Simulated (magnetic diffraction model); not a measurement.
**La3NdGa4S12 below its ordering temperature**

Space group C2 (no. 5), a = 11.3420 Å, b = 6.6380 Å, c = 11.7050 Å, β = 110.83°.

| site | atom | x | y | z |
| --- | --- | --- | --- | --- |
| 2b | Nd | 1/2 | 0.8684 | 1/2 |
| 4c | La | 0.7513 | 0.3766 | 0.7492 |
| 2a | La | 0 | 0.8687 | 0 |
| 4c | Ga | 0.3766 | 0.8704 | 0.1234 |
| 4c | Ga | 0.8768 | 0.8697 | 0.6272 |
| 4c | S | 0.7484 | 0.8069 | 0.7468 |
| 4c | S | 0.2462 | 0.6587 | 0.9682 |
| 4c | S | 0.7503 | 0.6618 | 0.4633 |
| 4c | S | 0.4954 | 0.5881 | 0.7841 |
| 4c | S | 0.4987 | 0.0872 | 0.2892 |
| 2a | S | 0 | 0.4443 | 0 |
| 2b | S | 0 | 0.9481 | 1/2 |

This is a made-up structure (elements placed in a structure type, unrelaxed), so the numbers test the method and describe no known phase.

Only Nd is taken to order (form factors of Nd3+); orders and moment sizes are assumed, and not adapted to the symmetry. Radiation: neutrons of λ = 2.567 Å, 3° to 40°; isotropic B of 0.42 Å² (Nd), 0.38 Å² (La), 0.46 Å² (Ga) and 0.71 Å² (S). The intensities are simulated: I ∝ L Σ (|F_N|² + |F_M⊥|²) for unpolarised neutrons, with F_M = 2.695 fm/μB × Σ f(s) S exp(2πi Q·r) exp(−B s²) at Q = H ± k (one set where k and −k are equivalent), only the part normal to Q counting and L = 1/(sin²θ cos θ). For collinear order S is the moment m, which repeats by lattice and centring translations R with the sign exp(−2πi k·R). Form factors are spin-only for 3d ions and dipole or tabulated for f ions, scattering lengths are Sears's of 1992, and absorption is left out. A label names one of the reflections at its angle. The strongest nuclear line in the range is 100, and lines under 0.2 are left out.

Above the ordering temperature:

```
2θ (°)     index      I
 13.47   (0 0 1)    1.6
 26.38   (1 1 0)    0.6
 26.41  (2 0 -1)    2.5
 27.14   (0 0 2)    0.5
 27.30  (1 1 -1)    3.2
 31.41  (2 0 -2)   49.3
 31.99   (1 1 1)  100.0
 34.29  (1 1 -2)    0.6
```

Below it (cell unchanged):

| 2θ (°) | I |
| --- | --- |
| 13.47 | 196.6 |
| 26.38 | 162.2 |
| 26.41 | 99.9 |
| 27.14 | 48.5 |
| 27.30 | 187.5 |
| 28.03 | 48.5 |
| 31.41 | 130.0 |
| 31.99 | 177.2 |
| 34.29 | 112.2 |
| 35.43 | 16.3 |

**Question.** Find the propagation vector, then choose among these models:
A. collinear moments along [010], 2.8 μB on Nd
B. collinear moments along [100], 2.8 μB on Nd
C. collinear moments along [111], 2.8 μB on Nd

No line moves, and magnetic intensity falls on nuclear lines such as the one at 13.47°; new lines at (2 0 0) and (2 0 1) have whole indices that obey the lattice centring, at places with no nuclear intensity to speak of, so the magnetic cell equals the chemical primitive cell: k = 0.

Magnetic intensity, observed (below minus above) and for each model:

| 2θ (°) | index | observed | A | B | C |
| --- | --- | --- | --- | --- | --- |
| 13.47 | (0 0 1) | 194.9 | 439.0 | 439.0 | 194.9 |
| 26.38 | (1 1 0) | 161.6 | 64.5 | 172.6 | 161.6 |
| 26.41 | (2 0 -1) | 97.4 | 114.1 | 2.1 | 97.4 |
| 27.14 | (0 0 2) | 48.0 | 108.1 | 108.1 | 48.0 |
| 27.30 | (1 1 -1) | 184.3 | 70.3 | 164.5 | 184.3 |
| 28.03 | (2 0 0) | 48.5 | 101.4 | 12.8 | 48.5 |
| 31.41 | (2 0 -2) | 80.7 | 80.7 | 24.3 | 80.7 |
| 31.99 | (1 1 1) | 77.2 | 79.0 | 129.4 | 77.2 |

Model C matches.

The structure used: k = (0 0 0), collinear moments along [111], 2.8 μB on Nd.

[Logs are printed without paths, hosts, clocks, repeated set-up lines and the standing remarks that a program may print on its own settings, such as how far it seeks lower states.]
